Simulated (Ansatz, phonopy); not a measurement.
# Quasi-harmonic thermodynamics of K (Im-3m), part 3 of 4

Wanted: α(T), C_P(T) and B(T) of K in the quasi-harmonic approximation.

What experiment has found for this phase:
- heat capacity C_P per formula unit 29.4 J/mol/K near room temperature (given in “High-Throughput Prediction of Finite-Temperature Properties using the Quasi-Harmonic Approximation”, 2016, arXiv:1603.06924)

Ansatz 0.2.0; DFT LDA, scalar-relativistic, plane waves, PAW (the session's first sound run).

So far, isothermal bulk modulus at 298 K (GPa): step 6 (the quasi-harmonic study, functional LDA, q-mesh 2×2×2) 3.35.

The database entry behind the starting cell lists a temperature near 5 K, so it need not match the best structure at ambient conditions.

## Step 8: Phonons on strained cells, q-mesh 4×4×4

The study relaxes the crystal at several strains, solves the phonons on some of them and minimises the free energy at each temperature (static energy, vibrations, the electrons in a metal, and PV under a set pressure); the q-mesh sets how far the force constants reach.

This step: DFT LDA, scalar-relativistic, plane waves, PAW (Ansatz 0.2.0).

File input.yaml:

```yaml
crystal:
  lattice:
    - [-2.5220370413, 2.5220370413, 2.5220370413]
    - [2.5220370413, -2.5220370413, 2.5220370413]
    - [2.5220370413, 2.5220370413, -2.5220370413]
  atoms:
    - { symbol: K, position: [0.0, 0.0, 0.0] }
kpoints:
  mp_grid: { grid: [12, 12, 12] }
hamiltonian:
  xc: lda
scf:
  occupations: { method: methfessel_paxton, width: 0.2 }
output:
  eigenvalues: true
phonons:
  method: dfpt
  qmesh: [4, 4, 4]
  temperatures: { t_max: 300.0, t_step: 25 }
  thermal_expansion: {}
```

Run with:

```sh
$ ansatz run input.yaml --threads 4 --pin off --max-ram 16384MiB --backend cpu --events-out ev --progress --plain --runs-dir out
```

Numbers of over 12 decimals in the logs are rounded to 6 here.

The log of the run:

```text
[...]
Crystal: 1 atoms, lattice volume = 64.167 Å³
Basis set: ecut = 487.2 eV, 1553 PW (Γ), exchange–correlation on 64×64×64 points (8 copies of the dense FFT grid, shifted against one another)
Bands: 9, of which v1, the nominal top of the filled ones, is band 5 counted from 1 (4 counted from 0)
Symmetry: 48 space group operations
[...]
k-points: 72 of 1728
[...]
SCF iter   1: F=—  HF=-1496.251008 eV  |F-HF|=—  |Δ(HF+E_count)|=         —  Δρ=3.53e-3  dr2=2.88e-3  ethr=1.77e-3  ⟨swp⟩=5.0  Hψ=4591  notcnv=0
[...]
SCF iter   9: F=-1496.250073 eV  HF=-1496.250073 eV  |F-HF|=9.09e-13  |Δ(HF+E_count)|=  4.09e-12  S|Δr|=    0.00e0  Δρ=5.46e-8  dr2=1.49e-12  ethr=1.00e-12  ⟨swp⟩=5.3  Hψ=2302  notcnv=0
SCF 1 converged in 9 iterations: F = -1496.250073 eV  dr2 = 1.49e-12
[...]
relax step   1: F+E_penalty+E_count = -1496.25007300 eV  Δ(F+E_penalty+E_count) = +0.000e0 eV  max|allowed force component| = 0.000e0 eV/Å  Δτ_max = 0.0000 Å  (9 SCF iters, accepted)
SCF converged after 9 iterations
[...]
Free energy (F): -1496.250073 eV
[...]
Internal energy: -1496.248763 eV  (E = F + TS)
E sigma→0 (E₀):  -1496.249745 eV
Entropy (-TS):   -0.001310 eV (-1.310 meV/atom)
Fermi energy:    2.137012 eV
[...]
--- Stress (GPa, compression-positive) ---
        0.000040       0.000000       0.000000
        0.000000       0.000040       0.000000
       -0.000000      -0.000000       0.000040
  P = ⅓ Tr σ = 0.0000 GPa (0.000 kbar)
--- Band table (eV; the first three rows and the last of 72) ---
[...]
── thermal expansion: 3 new cells, 3 in all ──
thermal expansion: relaxation of cell 2
thermal expansion: relaxation of cell 3
── thermal expansion: 2 new cells, 5 in all ──
thermal expansion: relaxation of cell 4
thermal expansion: lower-state search of cell 4
thermal expansion: electrons of cell 4
thermal expansion: phonons of cell 4
thermal expansion: relaxation of cell 5
thermal expansion: electrons of cell 1
thermal expansion: electrons of cell 2
thermal expansion: electrons of cell 3
thermal expansion: electrons of cell 5
thermal expansion: phonons of cell 5
── thermal expansion: 7 new cells, 12 in all ──
thermal expansion: relaxation of cell 6
thermal expansion: relaxation of cell 7
thermal expansion: relaxation of cell 8
thermal expansion: relaxation of cell 9
thermal expansion: relaxation of cell 10
thermal expansion: relaxation of cell 11
thermal expansion: relaxation of cell 12
thermal expansion: electrons of cell 6
thermal expansion: electrons of cell 7
thermal expansion: electrons of cell 8
thermal expansion: electrons of cell 9
thermal expansion: electrons of cell 10
thermal expansion: electrons of cell 11
thermal expansion: electrons of cell 12
thermal expansion: phonons of cell 6
thermal expansion: phonons of cell 7
thermal expansion: phonons of cell 8
thermal expansion: phonons of cell 9
--- Relaxed structure (1 steps of the walk, 1 accepted, 0 SCFs on fresh bases) ---
  F+E_penalty+E_count = -1496.25007300 eV   max|allowed force component| = 0.000e0 eV/Å
  atoms:
    - { symbol: K, position: [0.0, 0.0, 0.0] }
--- Thermal expansion: 12 cells in 3 rounds, 0 GPa ---
  no lower state was reached at cell 4; its state was not examined: fill_not_monotonic
  without vibrations: a 4.36827, b 4.36827, c 4.36827 Å, V 64.1661 Å³, B 4.49 GPa
  at 0 K: a 4.37895, b 4.37895, c 4.37895 Å, V 64.6381 Å³, B 4.40 GPa
  zero-point expansion: a +0.245, b +0.245, c +0.245, V +0.736 %
[...]
0.00    4.37895    4.37895    4.37895    64.6381 |    0.00    0.00    0.00    0.00 |  184.05 |     0.000     0.000 |     4.40     4.40
    50.00    4.38498    4.38498    4.38498    64.9055 |   51.63   51.63   51.63  154.89 |  205.38 |    20.550    20.348 |     4.30     4.35
   100.00    4.39787    4.39787    4.39787    65.4797 |   63.32   63.32   63.32  189.95 |  214.84 |    24.406    23.817 |     4.14     4.24
   150.00    4.41243    4.41243    4.41243    66.1322 |   68.60   68.60   68.60  205.79 |  222.95 |    25.629    24.628 |     3.96     4.12
   200.00    4.42810    4.42810    4.42810    66.8390 |   73.15   73.15   73.15  219.46 |  231.22 |    26.437    24.976 |     3.77     3.99
   250.00    4.44485    4.44485    4.44485    67.6004 |   77.95   77.95   77.95  233.86 |  240.11 |    27.176    25.186 |     3.58     3.86
   298.15    4.46211    4.46211    4.46211    68.3911 |   83.18   83.18   83.18  249.53 |       - |    27.921    25.337 |     3.38     3.72
   300.00    4.46280    4.46280    4.46280    68.4227 |   83.39   83.39   83.39  250.18 |  249.91 |    27.951    25.342 |     3.37     3.72
[...]
vibrations' free energy: its fit leaves 0.0000 meV an atom at the most
[...]
free energies summed between the sampled wave vectors
[...]
the FFT grids of the static calculations differ: 32 × 32 × 32, 36 × 36 × 36
```

Run time: 8.3 min. Hardware: 4 threads of Intel Xeon Platinum 8488C (Sapphire Rapids), shared host; peak memory 2.7 GiB; 32 min of CPU time.

This step gave:

| Property | Result |
| --- | --- |
| volume expansion coefficient at 298 K | 249.5 1e-6/K |
| C_P at 298 K | 27.92 J/mol-atom/K |
| entropy at 298 K | 63.28 J/mol-atom/K |
| isothermal bulk modulus at 298 K | 3.380 GPa |
| Grüneisen parameter at 298 K | 1.371 |
| volume at 298 K | 68.39 Å³/atom |
| principal linear expansion coefficients at 298 K | 83.18, 83.18, 83.18 1e-6/K |

Strained cells of the study; zero-point energy where phonons were solved; the pressures are stresses at a fixed cutoff and can carry an offset from the finite basis. Expansion cells, by row:

| cell | \|a\| (Å) | \|b\| (Å) | \|c\| (Å) | V (Å³/atom) | E - E_lowest (meV/atom) | pressure, compression positive (GPa) | gap (eV) | zero-point energy (meV/atom) |
| --- | --- | --- | --- | --- | --- | --- | --- | --- |
| 1 | 4.368 | 4.368 | 4.368 | 64.17 | 0 | 0 | - | - |
| 2 | 4.403 | 4.403 | 4.403 | 65.72 | 0.506 | -0.103 | - | - |
| 3 | 4.334 | 4.334 | 4.334 | 62.65 | 0.522 | 0.112 | - | - |
| 4 | 4.369 | 4.369 | 4.369 | 64.18 | 0 | -0.001 | - | 10.08 |
| 5 | 4.39 | 4.39 | 4.39 | 65.15 | 0.204 | -0.066 | - | 9.88 |
| 6 | 4.417 | 4.417 | 4.417 | 66.34 | 0.975 | -0.14 | - | 9.643 |
| 7 | 4.441 | 4.441 | 4.441 | 67.44 | 2.163 | -0.204 | - | 9.427 |
| 8 | 4.466 | 4.466 | 4.466 | 68.57 | 3.801 | -0.263 | - | 9.212 |
| 9 | 4.491 | 4.491 | 4.491 | 69.71 | 5.875 | -0.318 | - | 8.996 |
| 10 | 4.325 | 4.325 | 4.325 | 62.29 | 0.81 | 0.141 | - | - |
| 11 | 4.347 | 4.347 | 4.347 | 63.23 | 0.198 | 0.068 | - | - |
| 12 | 4.527 | 4.527 | 4.527 | 71.4 | 9.613 | -0.391 | - | - |

Quasi-harmonic; a, b, c are the run's own cell vectors. Expansion, by row:

| T (K) | a (Å) | b (Å) | c (Å) | alpha (deg) | beta (deg) | gamma (deg) | cell volume (Å³/cell) | alpha_a (1e-6/K) | alpha_b (1e-6/K) | alpha_c (1e-6/K) | alpha_V (1e-6/K) | C_P (J/mol-atom/K) | C_V (J/mol-atom/K) | S (J/mol-atom/K) | B_T (GPa) | B_S (GPa) | Grueneisen | extrapolation | fit error (1e-6/K) |
| --- | --- | --- | --- | --- | --- | --- | --- | --- | --- | --- | --- | --- | --- | --- | --- | --- | --- | --- | --- |
| 0 | 4.379 | 4.379 | 4.379 | 109.5 | 109.5 | 109.5 | 64.64 | 0 | 0 | 0 | 0 | 0 | 0 | 0 | 4.4 | 4.4 | - | 0 | 0 |
| 25 | 4.38 | 4.38 | 4.38 | 109.5 | 109.5 | 109.5 | 64.7 | 30.56 | 30.56 | 30.56 | 91.68 | 12.45 | 12.42 | 7.364 | 4.38 | 4.39 | 1.259 | 0 | 0.01 |
| 50 | 4.385 | 4.385 | 4.385 | 109.5 | 109.5 | 109.5 | 64.91 | 51.63 | 51.63 | 51.63 | 154.9 | 20.55 | 20.35 | 19.04 | 4.3 | 4.35 | 1.281 | 0 | 0.02 |
| 75 | 4.391 | 4.391 | 4.391 | 109.5 | 109.5 | 109.5 | 65.18 | 59.29 | 59.29 | 59.29 | 177.9 | 23.21 | 22.81 | 27.95 | 4.22 | 4.29 | 1.292 | 0 | 0.03 |
| 100 | 4.398 | 4.398 | 4.398 | 109.5 | 109.5 | 109.5 | 65.48 | 63.32 | 63.32 | 63.32 | 189.9 | 24.41 | 23.82 | 34.81 | 4.14 | 4.24 | 1.3 | 0 | 0.03 |
| 125 | 4.405 | 4.405 | 4.405 | 109.5 | 109.5 | 109.5 | 65.8 | 66.17 | 66.17 | 66.17 | 198.5 | 25.12 | 24.33 | 40.34 | 4.05 | 4.18 | 1.308 | 0 | 0.03 |
| 150 | 4.412 | 4.412 | 4.412 | 109.5 | 109.5 | 109.5 | 66.13 | 68.6 | 68.6 | 68.6 | 205.8 | 25.63 | 24.63 | 44.97 | 3.96 | 4.12 | 1.316 | 0 | 0.03 |
| 175 | 4.42 | 4.42 | 4.42 | 109.5 | 109.5 | 109.5 | 66.48 | 70.88 | 70.88 | 70.88 | 212.6 | 26.05 | 24.83 | 48.95 | 3.86 | 4.05 | 1.325 | 0 | 0.05 |
| 200 | 4.428 | 4.428 | 4.428 | 109.5 | 109.5 | 109.5 | 66.84 | 73.15 | 73.15 | 73.15 | 219.5 | 26.44 | 24.98 | 52.45 | 3.77 | 3.99 | 1.333 | 0 | 0.06 |
| 225 | 4.436 | 4.436 | 4.436 | 109.5 | 109.5 | 109.5 | 67.21 | 75.49 | 75.49 | 75.49 | 226.5 | 26.81 | 25.09 | 55.59 | 3.67 | 3.92 | 1.342 | 0 | 0.08 |
| 250 | 4.445 | 4.445 | 4.445 | 109.5 | 109.5 | 109.5 | 67.6 | 77.95 | 77.95 | 77.95 | 233.9 | 27.18 | 25.19 | 58.43 | 3.58 | 3.86 | 1.351 | 0 | 0.08 |
| 275 | 4.454 | 4.454 | 4.454 | 109.5 | 109.5 | 109.5 | 68 | 80.57 | 80.57 | 80.57 | 241.7 | 27.55 | 25.27 | 61.04 | 3.48 | 3.79 | 1.361 | 0 | 0.06 |
| 298.1 | 4.462 | 4.462 | 4.462 | 109.5 | 109.5 | 109.5 | 68.39 | 83.18 | 83.18 | 83.18 | 249.5 | 27.92 | 25.34 | 63.28 | 3.38 | 3.72 | 1.371 | 0 | 0.1 |
| 300 | 4.463 | 4.463 | 4.463 | 109.5 | 109.5 | 109.5 | 68.42 | 83.39 | 83.39 | 83.39 | 250.2 | 27.95 | 25.34 | 63.45 | 3.37 | 3.72 | 1.372 | 0 | 0.1 |

Expansion coefficient against temperature; values in 1e-6/K:

| temperature (K) | volume | principal 1 |
| --- | --- | --- |
| 0 | 0 | 0 |
| 25 | 91.7 | 30.6 |
| 50 | 155 | 51.6 |
| 75 | 178 | 59.3 |
| 100 | 190 | 63.3 |
| 125 | 199 | 66.2 |
| 150 | 206 | 68.6 |
| 175 | 213 | 70.9 |
| 200 | 219 | 73.2 |
| 225 | 226 | 75.5 |
| 250 | 234 | 78.0 |
| 275 | 242 | 80.6 |
| 298 | 250 | 83.2 |
| 300 | 250 | 83.4 |

Changing the q-mesh (2×2×2 → 4×4×4) takes the volume expansion at 298 K from 254 to 250 × 10⁻⁶/K and B_T from 3.35 to 3.38 GPa.

## Step 9: Quasi-harmonic fit by phonopy

This step: DFT LDA, scalar-relativistic, plane waves, PAW (phonopy 4.10.0).

The energy (each curve on its own zero) by volume; values in meV/atom:

| volume (Å³/atom) | static | F at 0 K | F at 300 K |
| --- | --- | --- | --- |
| 64.18 | 0 | 0.54 | 4.27 |
| 65.15 | 0.2 | 0.54 | 2.97 |
| 66.34 | 0.97 | 1.08 | 1.87 |
| 67.44 | 2.16 | 2.05 | 1.32 |
| 68.57 | 3.8 | 3.48 | 1.17 |
| 69.71 | 5.87 | 5.33 | 1.41 |

Phonopy-qha, vinet fit of F(V) at each temperature. Qha vinet, by row:

| T (K) | fitted volume (Å³/atom) | alpha_V (1e-6/K) | B_T (GPa) | C_P (J/mol-atom/K) | Grueneisen |
| --- | --- | --- | --- | --- | --- |
| 75 | 65.18 | 176.2 | 4.22 | 23.44 | 1.287 |
| 100 | 65.48 | 189.4 | 4.13 | 24.59 | 1.306 |
| 125 | 65.8 | 198.3 | 4.05 | 25.25 | 1.319 |
| 150 | 66.13 | 205.7 | 3.96 | 25.73 | 1.33 |
| 175 | 66.48 | 212.7 | 3.86 | 26.13 | 1.341 |
| 200 | 66.84 | 219.5 | 3.77 | 26.5 | 1.353 |
| 225 | 67.21 | 226.6 | 3.67 | 26.86 | 1.364 |
| 250 | 67.6 | 234 | 3.58 | 27.22 | 1.376 |
| 275 | 68 | 241.8 | 3.48 | 27.59 | 1.389 |

Volume expansion coefficient against temperature; values in 1e-6/K:

| temperature (K) | phonopy-qha, Vinet | Ansatz's own study |
| --- | --- | --- |
| 75.0 | 176 | 178 |
| 100.0 | 189 | 190 |
| 125.0 | 198 | 199 |
| 150.0 | 206 | 206 |
| 175.0 | 213 | 213 |
| 200.0 | 220 | 219 |
| 225.0 | 227 | 226 |
| 250.0 | 234 | 234 |
| 275.0 | 242 | 242 |

## Step 10: A new level, relaxed again

The functional, the potentials or the cutoff change, so the crystal is relaxed again at the new setting.

This step: DFT PBE, scalar-relativistic, plane waves, PAW (Ansatz 0.2.0).

input.yaml, the sections that differ from step 8:

```yaml
hamiltonian:
  xc: pbe
output:
  forces: true
  stress: true
  eigenvalues: true
relax:
  adjacent_minimum: "off"
  f_tol: 0.001
  max_steps: 60
  cell: { stress_tol: 0.01 }
# crystal, kpoints, scf: as in step 8
# phonons: removed
```

The log of the run:

```text
[...]
Crystal: 1 atoms, lattice volume = 64.167 Å³
Basis set: ecut = 420 eV, 1253 PW (Γ), exchange–correlation on 60×60×60 points (8 copies of the dense FFT grid, shifted against one another)
Bands: 9, of which v1, the nominal top of the filled ones, is band 5 counted from 1 (4 counted from 0)
Symmetry: 48 space group operations
[...]
k-points: 72 of 1728
[...]
SCF iter   1: F=—  HF=-1537.766285 eV  |F-HF|=—  |Δ(HF+E_count)|=         —  Δρ=2.08e-4  dr2=1.31e-5  ethr=1.77e-3  ⟨swp⟩=5.0  Hψ=4605  notcnv=0
[...]
SCF iter   5: F=-1537.766038 eV  HF=-1537.766038 eV  |F-HF|=1.11e-8  |Δ(HF+E_count)|=   1.22e-7  S|Δr|=    0.00e0  Δρ=4.87e-6  dr2=1.84e-8  ethr=1.11e-9  ⟨swp⟩=2.5  Hψ=2203  notcnv=0
SCF 1 converged in 5 iterations: F = -1537.766038 eV  dr2 = 1.84e-8
[...]
relax step   1: F+E_penalty+E_count = -1537.76603844 eV  Δ(F+E_penalty+E_count) = +0.000e0 eV  max|allowed force component| = 0.000e0 eV/Å  Δτ_max = 0.0000 Å  P = +0.649 GPa  Ω = 64.167 Å³  (5 SCF iters, dr2 threshold 1.00e-7 eV, accepted)
Crystal: 1 atoms, lattice volume = 65.371 Å³
[...]
SCF iter   4: F=-1537.770504 eV  HF=-1537.770504 eV  |F-HF|=7.53e-9  |Δ(HF+E_count)|=   3.63e-8  S|Δr|=    0.00e0  Δρ=3.16e-6  dr2=5.43e-9  ethr=1.11e-9  ⟨swp⟩=4.1  Hψ=2840  notcnv=0
SCF 2 converged in 4 iterations: F = -1537.770504 eV  dr2 = 5.43e-9
relax step   2: F+E_penalty+E_count = -1537.77050364 eV  Δ(F+E_penalty+E_count) = -4.465e-3 eV  max|allowed force component| = 0.000e0 eV/Å  Δτ_max = 0.0000 Å  P = +0.543 GPa  Ω = 65.371 Å³  energy of the carried Pulay correction = -4.541e-6 eV  (4 SCF iters, dr2 threshold 1.00e-7 eV, accepted)
Crystal: 1 atoms, lattice volume = 72.310 Å³
Basis set: ecut = 420 eV, 1433 PW (Γ), exchange–correlation on 60×60×60 points (8 copies of the dense FFT grid, shifted against one another)
[...]
SCF iter   5: F=-1537.783032 eV  HF=-1537.783032 eV  |F-HF|=6.89e-9  |Δ(HF+E_count)|=   1.71e-7  S|Δr|=    0.00e0  Δρ=1.99e-6  dr2=2.73e-9  ethr=1.11e-9  ⟨swp⟩=4.5  Hψ=3034  notcnv=0
SCF 3 converged in 5 iterations: F = -1537.783032 eV  dr2 = 2.73e-9
relax step   3: F+E_penalty+E_count = -1537.78303208 eV  Δ(F+E_penalty+E_count) = -1.253e-2 eV  max|allowed force component| = 0.000e0 eV/Å  Δτ_max = 0.0000 Å  P = +0.073 GPa  Ω = 72.310 Å³  energy of the carried Pulay correction = -2.916e-5 eV  (5 SCF iters, dr2 threshold 1.00e-7 eV, accepted)
[...]
relax step   4: F+E_penalty+E_count = -1537.78333641 eV  Δ(F+E_penalty+E_count) = -3.043e-4 eV  max|allowed force component| = 0.000e0 eV/Å  Δτ_max = 0.0000 Å  P = +0.010 GPa  Ω = 73.513 Å³  energy of the carried Pulay correction = -3.318e-5 eV  (4 SCF iters, dr2 threshold 1.32e-8 eV, accepted)
[...]
relax step   5: F+E_penalty+E_count = -1537.78334227 eV  Δ(F+E_penalty+E_count) = -5.858e-6 eV  max|allowed force component| = 0.000e0 eV/Å  Δτ_max = 0.0000 Å  P = +0.003 GPa  Ω = 73.671 Å³  energy of the carried Pulay correction = -3.370e-5 eV  (4 SCF iters, dr2 threshold 2.70e-10 eV, accepted)
Basis set: ecut = 420 eV, 1433 PW (Γ), exchange–correlation on 64×64×64 points (8 copies of the dense FFT grid, shifted against one another)
[...]
SCF iter   6: F=-1537.783379 eV  HF=-1537.783379 eV  |F-HF|=0.00e0  |Δ(HF+E_count)|=  9.09e-13  S|Δr|=    0.00e0  Δρ=6.91e-9  dr2=8.07e-14  ethr=1.00e-12  ⟨swp⟩=3.8  Hψ=1737  notcnv=0
SCF 6 converged in 6 iterations: F = -1537.783379 eV  dr2 = 8.07e-14
relax step   6: F+E_penalty+E_count = -1537.78337915 eV  Δ(F+E_penalty+E_count) = -3.689e-5 eV  max|allowed force component| = 0.000e0 eV/Å  Δτ_max = 0.0000 Å  P = +0.003 GPa  Ω = 73.671 Å³  stress off target by 3.26e-3 GPa  SCF on the basis re-selected at this cell (its energy is not comparable with the rows above)  (6 SCF iters)
[...]
SCF converged after 6 iterations
[...]
Free energy (F): -1537.783379 eV
[...]
Internal energy: -1537.782147 eV  (E = F + TS)
E sigma→0 (E₀):  -1537.783071 eV
Entropy (-TS):   -0.001233 eV (-1.233 meV/atom)
Fermi energy:    1.745642 eV
[...]
--- Stress (GPa, compression-positive) ---
        0.003257       0.000000      -0.000000
        0.000000       0.003257      -0.000000
        0.000000       0.000000       0.003257
  P = ⅓ Tr σ = 0.0033 GPa (0.033 kbar)
--- Band table (eV; the first three rows and the last of 72) ---
[...]
--- Relaxed structure (5 steps of the walk, 5 accepted, 1 SCFs on fresh bases) ---
[...]
cell:  # Å, volume = 73.6714 Å³
    - [-2.640865, 2.640865, 2.640865]
    - [2.640865, -2.640865, 2.640865]
    - [2.640865, 2.640865, -2.640865]
  atoms:
    - { symbol: K, position: [0.0, 0.0, 0.0] }
```

Run time: 2.4 s. Hardware: 4 threads; peak memory 0.43 GiB; 8.3 s of CPU time.

(Continued in part 4 of 4.)

[Logs are printed without paths, hosts, clocks, repeated set-up lines and the standing remarks that a program may print on its own settings, such as how far it seeks lower states.]

[Hosts, paths, dates, database ids (printed as entryN), source tags and the programs' standing remarks are cut or masked in the printed files.]

[A step with changed settings may run another functional than the one named; its input shows which.]
